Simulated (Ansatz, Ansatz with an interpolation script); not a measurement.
Rows from a G0W0 calculation on MoS2 (P6_3/mmc) (Ansatz 0.2.0; G0W0 on LDA, plane waves, PAW; PAW set soft_1; 6×6×2 mesh, 492 empty bands, screening to 160 eV, PAW set soft_1 files), in eV. Spin-orbit coupling is left out.

The database entry behind the starting cell differs from later determinations by our own check (about 0.3 % long), so it need not match the best structure at ambient conditions.

```csv
row,Σx,Σc,Vxc,Z
A,-14.48,-4.50,-19.47,0.73
B,-13.76,-4.48,-18.69,0.74
C,-18.50,1.83,-16.29,0.74
D,-19.68,0.36,-19.35,0.74
E,-19.78,1.11,-18.75,0.72
F,-13.28,-4.00,-17.71,0.75
```

Q: Which rows are filled states and which are empty ones, and how can one tell?

Filled: C, D and E. Empty: A, B and F. The sign of Σc tells: for a filled state bare exchange, which holds its interaction with itself, lies below Vxc (Σx − Vxc is -0.3 eV or lower here) and screening gives part back as a positive Σc. For an empty state Σx lies above Vxc (+4.4 eV or more) and the Coulomb hole leaves Σc negative.

[Paths, hosts, dates, memory and timing lines, banners, echoed tables and standing remarks are left out of the program output.]

[Logs are printed without paths, hosts, clocks, repeated set-up lines and the standing remarks that a program may print on its own settings, such as how far it seeks lower states.]

[Runs of the session that timed out or met a known fault of the program may be left out.]

[Hosts, paths, dates, database ids (printed as entryN), source tags and the programs' standing remarks are cut or masked in the printed files.]
